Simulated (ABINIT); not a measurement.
# Quasiparticle gap of Cl (Cmce) in ABINIT, part 2 of 3

Aim: the G0W0 gap of Cl (Cmce) on PBE, step by step.

ABINIT 10.8.3; PBE and many-body steps on it, plane waves. Known limits of the many-body steps: not at the basis limit; coarse k mesh.

So far. Step 2 (Ground state): The gap is indirect, with the least direct gap 0.06 eV higher.

### Step 3. Bands along the symmetry lines

Level of this step: DFT, PBE, plane waves, norm-conserving pseudopotentials (ABINIT).

Levels along a band path, at the cheap level, show where the edges lie and whether the meshes to come will hold them.

run.abi

```
acell 3*1.0 Angstrom
rprim 
  3.145000000000 -2.250000000000 0.000000000000
  3.145000000000 2.250000000000 0.000000000000
  0.000000000000 0.000000000000 8.210000000000
ntypat 1
znucl 17
natom 4
typat 1 1 1 1
xred 
  0.870000000000 0.130000000000 0.100000000000
  0.630000000000 0.370000000000 0.600000000000
  0.130000000000 0.870000000000 0.900000000000
  0.370000000000 0.630000000000 0.400000000000
pp_dirpath "pseudos"
pseudos "Cl.upf"
ecut 25
iscf -2
irdden 1
kptopt 0
nkpt 92
kpt 
  0.00000000 0.00000000 0.00000000
  0.06250000 0.06250000 0.00000000
  0.12500000 0.12500000 0.00000000
  0.18750000 0.18750000 0.00000000
  0.25000000 0.25000000 0.00000000
  0.31250000 0.31250000 0.00000000
  0.37500000 0.37500000 0.00000000
  0.43750000 0.43750000 0.00000000
  0.50000000 0.50000000 0.00000000
  0.48474461 0.51525539 0.00000000
  0.46948923 0.53051077 0.00000000
  0.45423384 0.54576616 0.00000000
  0.43897845 0.56102155 0.00000000
  0.42372307 0.57627693 0.00000000
  0.40846768 0.59153232 0.00000000
  0.39321230 0.60678770 0.00000000
  0.37795691 0.62204309 0.00000000
  -0.37795691 0.37795691 0.00000000
  -0.33071230 0.33071230 0.00000000
  -0.28346768 0.28346768 0.00000000
  -0.23622307 0.23622307 0.00000000
  -0.18897845 0.18897845 0.00000000
  -0.14173384 0.14173384 0.00000000
  -0.09448923 0.09448923 0.00000000
  -0.04724461 0.04724461 0.00000000
  0.00000000 0.00000000 0.00000000
  0.00000000 0.00000000 0.06250000
  0.00000000 0.00000000 0.12500000
  0.00000000 0.00000000 0.18750000
  0.00000000 0.00000000 0.25000000
  0.00000000 0.00000000 0.31250000
  0.00000000 0.00000000 0.37500000
  0.00000000 0.00000000 0.43750000
  0.00000000 0.00000000 0.50000000
  -0.04724461 0.04724461 0.50000000
  -0.09448923 0.09448923 0.50000000
  -0.14173384 0.14173384 0.50000000
  -0.18897845 0.18897845 0.50000000
  -0.23622307 0.23622307 0.50000000
  -0.28346768 0.28346768 0.50000000
  -0.33071230 0.33071230 0.50000000
  -0.37795691 0.37795691 0.50000000
  0.37795691 0.62204309 0.50000000
  0.39321230 0.60678770 0.50000000
  0.40846768 0.59153232 0.50000000
  0.42372307 0.57627693 0.50000000
  0.43897845 0.56102155 0.50000000
  0.45423384 0.54576616 0.50000000
  0.46948923 0.53051077 0.50000000
  0.48474461 0.51525539 0.50000000
  0.50000000 0.50000000 0.50000000
  0.50000000 0.50000000 0.43750000
  0.50000000 0.50000000 0.37500000
  0.50000000 0.50000000 0.31250000
  0.50000000 0.50000000 0.25000000
  0.50000000 0.50000000 0.18750000
  0.50000000 0.50000000 0.12500000
  0.50000000 0.50000000 0.06250000
  0.50000000 0.50000000 0.00000000
  0.00000000 0.00000000 0.00000000
  0.00000000 0.06250000 0.00000000
  0.00000000 0.12500000 0.00000000
  0.00000000 0.18750000 0.00000000
  0.00000000 0.25000000 0.00000000
  0.00000000 0.31250000 0.00000000
  0.00000000 0.37500000 0.00000000
  0.00000000 0.43750000 0.00000000
  0.00000000 0.50000000 0.00000000
  0.00000000 0.50000000 0.06250000
  0.00000000 0.50000000 0.12500000
  0.00000000 0.50000000 0.18750000
  0.00000000 0.50000000 0.25000000
  0.00000000 0.50000000 0.31250000
  0.00000000 0.50000000 0.37500000
  0.00000000 0.50000000 0.43750000
  0.00000000 0.50000000 0.50000000
  0.00000000 0.43750000 0.50000000
  0.00000000 0.37500000 0.50000000
  0.00000000 0.31250000 0.50000000
  0.00000000 0.25000000 0.50000000
  0.00000000 0.18750000 0.50000000
  0.00000000 0.12500000 0.50000000
  0.00000000 0.06250000 0.50000000
  0.00000000 0.00000000 0.50000000
  0.06250000 0.06250000 0.50000000
  0.12500000 0.12500000 0.50000000
  0.18750000 0.18750000 0.50000000
  0.25000000 0.25000000 0.50000000
  0.31250000 0.31250000 0.50000000
  0.37500000 0.37500000 0.50000000
  0.43750000 0.43750000 0.50000000
  0.50000000 0.50000000 0.50000000
istwfk *1
nband 21
nbdbuf 2
tolwfr 1e-08
nstep 40
prtwf 0
prtvol 0
indata_prefix "in"
outdata_prefix "out"
tmpdata_prefix "tmp"
```

On the command line:

```sh
$ OMP_NUM_THREADS=1 mpirun -n 4 abinit run.abi > log
```

Numbers of over 12 decimals in the logs are rounded to 6 here.

Log:

```text
.Version 10.8.3 of ABINIT. v10.8.2 released Aug 2026.

 Symmetries : space group Cm c a (# 64); Bravais oC (1-face-center ortho.)
[... echo of the input left out ...]
== DATASET  1 ==================================================================
-   mpi_nproc: 4, omp_nthreads: 1 (-1 if OMP is not activated)

--- !DatasetInfo
iteration_state: {dtset: 1, }
dimensions: {natom: 4, nkpt: 92, mband: 21, nsppol: 1, nspinor: 1, nspden: 1, mpw: 4726, }
cutoff_energies: {ecut:  25.0, pawecutdg:  -1.0, }
electrons: {nelect:   2.80000000E+01, charge:   0.00000000E+00, occopt:   1.00000000E+00, tsmear:   1.00000000E-02, }

 Real(R)+Recip(G) space primitive vectors, cartesian coordinates (Bohr,Bohr^-1):
 R(1)=  5.9431887 -4.2518838  0.0000000  G(1)=  0.0841299 -0.1175949  0.0000000
 R(2)=  5.9431887  4.2518838  0.0000000  G(2)=  0.0841299  0.1175949  0.0000000
 R(3)=  0.0000000  0.0000000 15.5146515  G(3)=  0.0000000  0.0000000  0.0644552
 Unit cell volume ucvol=  7.8410265E+02 bohr^3
 Angles (23,13,12)=  9.00000000E+01  9.00000000E+01  7.11614758E+01 degrees

 getcut: wavevector=  0.0000  0.0000  0.0000  ngfft=  36  36  72
         ecut(hartree)=     25.000   => boxcut(ratio)=   2.06184

--- Pseudopotential description ------------------------------------------------
- Cl Generated using ONCVPSP code by D. R. Hamann
- 17.00000   7.00000  171031                  znucl, zion, pspdat
12 -101130 2 -1 1028                          pspcod,pspxc,lmax,lloc,mmax
     nproj     2     2     2
  pspatm : epsatm=    9.12776517
         --- l  ekb(1:nproj) -->
             0    8.139296    0.698720
             1    3.821713    1.107519
             2   -2.938609   -0.805455
 pspatm: atomic psp has been read  and splines computed

--------------------------------------------------------------------------------

================================================================================
 prteigrs : about to open file out_EIG
 Non-SCF case, kpt    1 (  0.00000  0.00000  0.00000), residuals and eigenvalues=
  9.10E-09  4.36E-09  3.03E-09  2.84E-09  2.33E-09  3.46E-09  6.47E-09  4.11E-09
  2.64E-09  3.58E-09  8.63E-09  6.28E-09  3.92E-09  5.99E-09  2.47E-09  8.22E-09
  9.45E-09  7.05E-09  9.02E-09  1.59E-05  1.13E-05
 -6.4091E-01 -6.3353E-01 -4.9406E-01 -4.7435E-01 -2.2600E-01 -1.9657E-01
 -1.2661E-01 -1.2203E-01 -1.0941E-01 -1.0909E-01 -5.6008E-02 -4.5071E-02
 -3.5652E-02 -3.2335E-02  6.0461E-02  8.1125E-02  2.2390E-01  2.4601E-01
[...]
Non-SCF case, kpt    2 (  0.06250  0.06250  0.00000), residuals and eigenvalues=
  8.20E-09  9.68E-09  3.71E-09  9.17E-09  7.66E-09  2.11E-09  3.67E-09  3.61E-09
[...]
5.04E-09  8.87E-09  9.11E-09  2.42E-05  3.23E-05
[...]
Non-SCF case, kpt    3 (  0.12500  0.12500  0.00000), residuals and eigenvalues=
[...]
2.71E-09  8.35E-09  2.97E-09  8.64E-06  3.91E-04
[...]
Non-SCF case, kpt   91 (  0.43750  0.43750  0.50000), residuals and eigenvalues=
[...]
Non-SCF case, kpt   92 (  0.50000  0.50000  0.50000), residuals and eigenvalues=
[...]
-1.6293E-01 -1.6293E-01 -1.3168E-01 -1.3168E-01 -5.6040E-02 -5.6040E-02
 -4.7061E-02 -4.7061E-02  6.4366E-02  6.4366E-02  2.9807E-01  2.9807E-01
[...]
--- !ResultsGS
iteration_state: {dtset: 1, }
comment   : Summary of ground state results
lattice_vectors:
- [  5.9431887,  -4.2518838,   0.0000000, ]
- [  5.9431887,   4.2518838,   0.0000000, ]
- [  0.0000000,   0.0000000,  15.5146515, ]
lattice_lengths: [   7.30753,    7.30753,   15.51465, ]
lattice_angles: [ 90.000,  90.000,  71.161, ] # degrees, (23, 13, 12)
lattice_volume:   7.8410265E+02
convergence: {deltae:  0.000E+00, res2:  0.000E+00, residm:  9.980E-09, diffor:  0.000E+00, }
etotal    :  -6.55896272E+01
entropy   :   0.00000000E+00
fermie    :  -3.02756789E-02
cartesian_stress_tensor: null
pressure_GPa: null
xred      :
- [  8.7000E-01,   1.3000E-01,   1.0000E-01, Cl]
- [  6.3000E-01,   3.7000E-01,   6.0000E-01, Cl]
- [  1.3000E-01,   8.7000E-01,   9.0000E-01, Cl]
- [  3.7000E-01,   6.3000E-01,   4.0000E-01, Cl]
cartesian_forces: null
force_length_stats: {min: null, max: null, mean: null, }

 Integrated electronic density in atomic spheres:
 ------------------------------------------------
 Atom  Sphere_radius  Integrated_density
[...]
================================================================================

 ----iterations are completed or convergence reached----

 Mean square residual over all n,k,spin=   54.933E-10; max=  99.800E-10
 reduced coordinates (array xred) for    4 atoms
[...]
0.130000000000      0.870000000000      0.900000000000
       0.370000000000      0.630000000000      0.400000000000

 cartesian coordinates (angstrom) at end:
    1      3.145000    -1.665000     0.821000
    2      3.145000    -0.585000     4.926000
    3      3.145000     1.665000     7.389000
    4      3.145000     0.585000     3.284000
 length scales=  1.889726125908  1.889726125908  1.889726125908 bohr
              =  1.000000000000  1.000000000000  1.000000000000 angstroms
 prteigrs : about to open file out_EIG
 Eigenvalues (hartree) for nkpt=  92  k points:
 kpt#   1, nband= 21, wtk=  1.00000, kpt=  0.0000  0.0000  0.0000 (reduced coord)
[...]
kpt#   2, nband= 21, wtk=  1.00000, kpt=  0.0625  0.0625  0.0000 (reduced coord)
[...]
kpt#   3, nband= 21, wtk=  1.00000, kpt=  0.1250  0.1250  0.0000 (reduced coord)
[...]
kpt#  91, nband= 21, wtk=  1.00000, kpt=  0.4375  0.4375  0.5000 (reduced coord)
[...]
0.29925    0.29925    0.33074    0.33075    0.34904
 kpt#  92, nband= 21, wtk=  1.00000, kpt=  0.5000  0.5000  0.5000 (reduced coord)
  -0.62997   -0.62997   -0.48167   -0.48167   -0.21248   -0.21248   -0.16293   -0.16293
  -0.13168   -0.13168   -0.05604   -0.05604   -0.04706   -0.04706    0.06437    0.06437
   0.29807    0.29807    0.33103    0.33104    0.34782

== END DATASET(S) ==============================================================
================================================================================

 -outvars: echo values of variables after computation  --------
            nband          21
             nkpt          92
          spgroup          64
 [... the other variables as echoed above ...]

 Calculation completed.
```

It took 60 s on 4 MPI ranks of Intel Xeon Platinum 8259CL at 2.50GHz (Skylake/Cascade Lake), shared host; peak memory 0.43 GiB; 4 min of CPU time.

This step gave:

```yaml
gap: 2.457 eV
k_of_the_valence_top: 0.5, 0.5, 0
k_of_the_conduction_bottom: -0.0945, 0.0945, 0
least_direct_gap: 2.515 eV
```

The gap is 2.457 eV, −0.012 eV from the run before at this level.

Electronic bands along the path, in eV, zero at the top of the highest filled band:

```
     point  band 11  band 12  band 13  band 14  band 15  band 16  band 17  band 18
         Γ    -0.70    -0.40    -0.15    -0.06     2.47     3.03     6.92     7.52
   halfway    -0.71    -0.45    -0.37    -0.07     2.55     2.88     8.41     8.55
         Y    -0.96    -0.89    -0.36     0.00     2.55     2.74     8.58     8.67
   halfway    -0.93    -0.81    -0.31     0.00     2.55     2.75     8.37     8.91
        F0    -0.84    -0.66    -0.21    -0.01     2.60     2.78     8.52     9.16
jump to Δ0    -0.84    -0.66    -0.21    -0.01     2.60     2.78     8.52     9.16
   halfway    -0.40    -0.30    -0.24    -0.05     2.64     2.98     8.22     8.70
         Γ    -0.70    -0.40    -0.15    -0.06     2.47     3.03     6.92     7.52
   halfway    -0.70    -0.49    -0.13    -0.07     2.51     2.91     7.11     7.57
         Z    -0.64    -0.64    -0.10    -0.10     2.67     2.67     7.46     7.46
   halfway    -0.22    -0.22    -0.14    -0.14     2.77     2.77     8.31     8.31
        B0    -0.41    -0.41    -0.40    -0.40     2.68     2.68     9.21     9.21
jump to G0    -0.41    -0.41    -0.40    -0.40     2.68     2.68     9.21     9.21
   halfway    -0.61    -0.61    -0.44    -0.44     2.61     2.61     8.99     8.99
         T    -0.70    -0.70    -0.46    -0.46     2.58     2.58     8.93     8.93
   halfway    -0.85    -0.80    -0.47    -0.13     2.54     2.68     8.67     8.79
         Y    -0.96    -0.89    -0.36     0.00     2.55     2.74     8.58     8.67
 jump to Γ    -0.70    -0.40    -0.15    -0.06     2.47     3.03     6.92     7.52
   halfway    -0.42    -0.30    -0.25    -0.15     2.54     2.97     7.90     8.17
         S    -0.51    -0.51    -0.15    -0.15     2.85     2.85     8.30     8.30
   halfway    -0.46    -0.46    -0.09    -0.09     2.80     2.80     8.40     8.40
         R    -0.43    -0.43     0.00     0.00     2.75     2.75     8.52     8.52
   halfway    -0.39    -0.39    -0.16    -0.16     2.75     2.75     8.05     8.05
         Z    -0.64    -0.64    -0.10    -0.10     2.67     2.67     7.46     7.46
   halfway    -0.71    -0.71    -0.18    -0.18     2.66     2.66     8.76     8.76
         T    -0.70    -0.70    -0.46    -0.46     2.58     2.58     8.93     8.93
```

### Step 4. Empty states on the mesh, 4×4×2 mesh, 111 bands

The sums over transitions need many empty states on a uniform mesh; this step solves for them.

run.abi

```
acell 3*1.0 Angstrom
rprim 
  3.145000000000 -2.250000000000 0.000000000000
  3.145000000000 2.250000000000 0.000000000000
  0.000000000000 0.000000000000 8.210000000000
ntypat 1
znucl 17
natom 4
typat 1 1 1 1
xred 
  0.870000000000 0.130000000000 0.100000000000
  0.630000000000 0.370000000000 0.600000000000
  0.130000000000 0.870000000000 0.900000000000
  0.370000000000 0.630000000000 0.400000000000
pp_dirpath "pseudos"
pseudos "Cl.upf"
ecut 25
ngkpt 4 4 2
nshiftk 1
shiftk 0 0 0
kptopt 1
chksymbreak 0
iscf -2
irdden 1
istwfk *1
nband 111
nbdbuf 10
tolwfr 1e-09
nstep 60
prtvol 0
indata_prefix "in"
outdata_prefix "out"
tmpdata_prefix "tmp"
```

Log:

```text
.Version 10.8.3 of ABINIT. v10.8.2 released Aug 2026.

 Symmetries : space group Cm c a (# 64); Bravais oC (1-face-center ortho.)
[... echo of the input left out ...]
== DATASET  1 ==================================================================
-   mpi_nproc: 4, omp_nthreads: 1 (-1 if OMP is not activated)

--- !DatasetInfo
iteration_state: {dtset: 1, }
dimensions: {natom: 4, nkpt: 14, mband: 111, nsppol: 1, nspinor: 1, nspden: 1, mpw: 4726, }
cutoff_energies: {ecut:  25.0, pawecutdg:  -1.0, }
electrons: {nelect:   2.80000000E+01, charge:   0.00000000E+00, occopt:   1.00000000E+00, tsmear:   1.00000000E-02, }

 Real(R)+Recip(G) space primitive vectors, cartesian coordinates (Bohr,Bohr^-1):
 R(1)=  5.9431887 -4.2518838  0.0000000  G(1)=  0.0841299 -0.1175949  0.0000000
 R(2)=  5.9431887  4.2518838  0.0000000  G(2)=  0.0841299  0.1175949  0.0000000
 R(3)=  0.0000000  0.0000000 15.5146515  G(3)=  0.0000000  0.0000000  0.0644552
 Unit cell volume ucvol=  7.8410265E+02 bohr^3
 Angles (23,13,12)=  9.00000000E+01  9.00000000E+01  7.11614758E+01 degrees

 getcut: wavevector=  0.0000  0.0000  0.0000  ngfft=  36  36  72
         ecut(hartree)=     25.000   => boxcut(ratio)=   2.06184

--- Pseudopotential description ------------------------------------------------
- Cl Generated using ONCVPSP code by D. R. Hamann
- 17.00000   7.00000  171031                  znucl, zion, pspdat
12 -101130 2 -1 1028                          pspcod,pspxc,lmax,lloc,mmax
     nproj     2     2     2
  pspatm : epsatm=    9.12776517
         --- l  ekb(1:nproj) -->
             0    8.139296    0.698720
             1    3.821713    1.107519
             2   -2.938609   -0.805455
 pspatm: atomic psp has been read  and splines computed

--------------------------------------------------------------------------------

================================================================================
 prteigrs : about to open file out_EIG
 Non-SCF case, kpt    1 (  0.00000  0.00000  0.00000), residuals and eigenvalues=
  9.51E-11  2.00E-10  1.90E-10  1.32E-10  2.30E-10  2.26E-10  2.02E-10  3.20E-10
  1.86E-10  2.96E-10  2.16E-10  2.88E-10  4.43E-10  2.40E-10  3.89E-10  4.08E-10
  3.17E-11  1.21E-10  6.69E-11  1.24E-10  9.34E-11  5.35E-10  2.16E-10  1.89E-10
[...]
1.62E-08  1.27E-08  4.82E-07  4.48E-07  6.42E-06  6.97E-06  2.20E-04
 -6.4091E-01 -6.3353E-01 -4.9406E-01 -4.7435E-01 -2.2600E-01 -1.9657E-01
 -1.2661E-01 -1.2203E-01 -1.0941E-01 -1.0909E-01 -5.6008E-02 -4.5071E-02
 -3.5652E-02 -3.2335E-02  6.0461E-02  8.1125E-02  2.2390E-01  2.4601E-01
[...]
1.5890E+00  1.5900E+00  1.5990E+00  1.5992E+00  1.6004E+00  1.6006E+00
  1.6368E+00  1.6396E+00  1.6431E+00  1.6524E+00  1.6789E+00  1.6837E+00
[...]
prteigrs : prtvol=0 or 1, do not print more k-points.

--- !ResultsGS
iteration_state: {dtset: 1, }
comment   : Summary of ground state results
lattice_vectors:
- [  5.9431887,  -4.2518838,   0.0000000, ]
- [  5.9431887,   4.2518838,   0.0000000, ]
- [  0.0000000,   0.0000000,  15.5146515, ]
lattice_lengths: [   7.30753,    7.30753,   15.51465, ]
lattice_angles: [ 90.000,  90.000,  71.161, ] # degrees, (23, 13, 12)
lattice_volume:   7.8410265E+02
convergence: {deltae:  0.000E+00, res2:  0.000E+00, residm:  9.948E-10, diffor:  0.000E+00, }
etotal    :  -6.55896272E+01
entropy   :   0.00000000E+00
fermie    :  -3.02756789E-02
cartesian_stress_tensor: null
pressure_GPa: null
xred      :
- [  8.7000E-01,   1.3000E-01,   1.0000E-01, Cl]
- [  6.3000E-01,   3.7000E-01,   6.0000E-01, Cl]
- [  1.3000E-01,   8.7000E-01,   9.0000E-01, Cl]
- [  3.7000E-01,   6.3000E-01,   4.0000E-01, Cl]
cartesian_forces: null
force_length_stats: {min: null, max: null, mean: null, }

 Integrated electronic density in atomic spheres:
 ------------------------------------------------
 Atom  Sphere_radius  Integrated_density
[...]
================================================================================

 ----iterations are completed or convergence reached----

 Mean square residual over all n,k,spin=   39.577E-11; max=  99.478E-11
 reduced coordinates (array xred) for    4 atoms
[...]
0.130000000000      0.870000000000      0.900000000000
       0.370000000000      0.630000000000      0.400000000000

 cartesian coordinates (angstrom) at end:
    1      3.145000    -1.665000     0.821000
    2      3.145000    -0.585000     4.926000
    3      3.145000     1.665000     7.389000
    4      3.145000     0.585000     3.284000
 length scales=  1.889726125908  1.889726125908  1.889726125908 bohr
              =  1.000000000000  1.000000000000  1.000000000000 angstroms
 prteigrs : about to open file out_EIG
 Eigenvalues (hartree) for nkpt=  14  k points:
 kpt#   1, nband=111, wtk=  0.03125, kpt=  0.0000  0.0000  0.0000 (reduced coord)
[...]
1.48100    1.53866    1.54060    1.54433    1.55707    1.56311    1.56991    1.57106
   1.58904    1.58996    1.59901    1.59923    1.60042    1.60063    1.63677    1.63964
   1.64306    1.65242    1.67894    1.68372    1.70064    1.70793    1.71910
 prteigrs : prtvol=0 or 1, do not print more k-points.

== END DATASET(S) ==============================================================
================================================================================

 -outvars: echo values of variables after computation  --------
            nband         111
             nkpt          14
          spgroup          64
 [... the other variables as echoed above ...]

 Calculation completed.
```

Run time: 91 s. Hardware: 4 MPI ranks; peak memory 0.42 GiB.

Numbers from this step:

- gap: 2.469 eV
- k of the valence top: 0.5, 0.5, 0
- k of the conduction bottom: 0, 0, 0
- least direct gap: 2.525 eV
- k points computed: 14
- lowest point of the top converged band, above the valence top: 43.76 eV

On this mesh the gap is 2.469 eV.

(Part 2 of 3 ends here.)

[Paths, hosts, dates, memory and timing lines, banners, echoed tables and standing remarks are left out of the program output.]

[Logs are printed without paths, hosts, clocks, repeated set-up lines and the standing remarks that a program may print on its own settings, such as how far it seeks lower states.]

[Runs of the session that timed out or met a known fault of the program may be left out.]

[Hosts, paths, dates, database ids (printed as entryN), source tags and the programs' standing remarks are cut or masked in the printed files.]

[G0W0 gaps are taken among the corrected bands and points alone; a level outside them can change the order at an edge.]

[Where Ansatz stands beside ABINIT at settings called matched, ABINIT's density can come from a denser mesh and the files from another edition; pairs whose starting gaps differed by over 0.03 eV were left out, so agreement reads better than it is.]
